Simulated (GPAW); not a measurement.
CrPPd (P-62m) has these P sites:
A. atom 7: 6 Pd at 2.50 Å and 3 Cr at 2.53 Å (9-fold, site symmetry -62m), then 2 P at 3.60 Å and 3 Cr at 3.89 Å
B. atom 8: 3 Pd at 2.37 Å and 6 Cr at 2.67 Å (9-fold, site symmetry -6), then 2 P at 3.60 Å and 3 P at 3.71 Å

Their P K edges were computed (GPAW, LDA, excited-electron core hole (neutral cell), 18-atom cell with 6.4 Å between holes, 4×4×3 k points, dipole transitions, Gaussian full width 0.9 eV up to 4 eV, rising linearly to 3.5 eV at 25 eV) and are given in random order.

On one photon-energy scale, from the lowest onset; each scaled to a mean of 1 over its first 20 eV.

```tsv
E (eV)	spectrum 1	spectrum 2
-2.0	0.00	0.00
-1.4	0.00	0.00
-0.8	0.02	0.00
-0.2	0.35	0.17
0.4	1.22	1.12
1.0	1.51	1.62
1.6	1.65	1.74
2.2	1.45	1.73
2.8	1.27	1.20
3.4	0.98	0.88
4.0	0.98	0.80
4.6	1.21	0.94
5.2	1.49	1.18
5.8	1.53	1.75
6.4	1.49	2.02
7.0	1.46	1.60
7.6	1.39	1.14
8.2	1.20	0.96
8.8	0.99	0.91
9.4	0.83	0.83
10.0	0.71	0.77
10.6	0.67	0.78
11.2	0.70	0.79
11.8	0.77	0.77
12.4	0.81	0.75
13.0	0.82	0.78
13.6	0.79	0.83
14.2	0.74	0.88
14.8	0.70	0.91
15.4	0.70	0.90
16.0	0.73	0.84
16.6	0.76	0.75
17.2	0.77	0.67
17.8	0.76	0.61
18.4	0.72	0.58
19.0	0.68	0.57
19.6	0.63	0.56
20.2	0.60	0.54
20.8	0.57	0.52
21.4	0.57	0.52
22.0	0.58	0.53
22.6	0.62	0.58
23.2	0.66	0.63
23.8	0.71	0.70
24.4	0.75	0.76
25.0	0.79	0.83
25.6	0.81	0.89
26.2	0.82	0.94
26.8	0.82	0.98
27.4	0.82	1.01
28.0	0.83	1.01
28.6	0.83	1.00
29.2	0.85	0.98
29.8	0.87	0.95
30.4	0.89	0.92
31.0	0.92	0.90
31.6	0.94	0.88
```

Question: Which spectrum belongs to which site?

Spectrum 1 is B (onset at +0.00 eV, maxima 1.6 eV (1.65), 5.7 eV (1.53) and 12.9 eV (0.82) above its own zero). Spectrum 2 is A (onset at +0.14 eV, maxima 0.8 eV (1.63), 1.8 eV (1.86) and 6.2 eV (2.03) above its own zero).

[Banner, clock and machine lines of the logs are left out without a mark of their own.]

[Logs are printed without paths, hosts, clocks, repeated set-up lines and the standing remarks that a program may print on its own settings, such as how far it seeks lower states.]

[Hosts, paths, dates, database ids (printed as entryN), source tags and the programs' standing remarks are cut or masked in the printed files.]

[Lists of maxima count a maximum above −3 eV only where it reaches 4 % of the highest in the window and stands out from its surroundings by 2 % of it (1.5 % where it reaches 55 %); shoulders and weaker maxima are passed over, and of the rest the first, up to two pre-edge ones and the few strongest are named.]
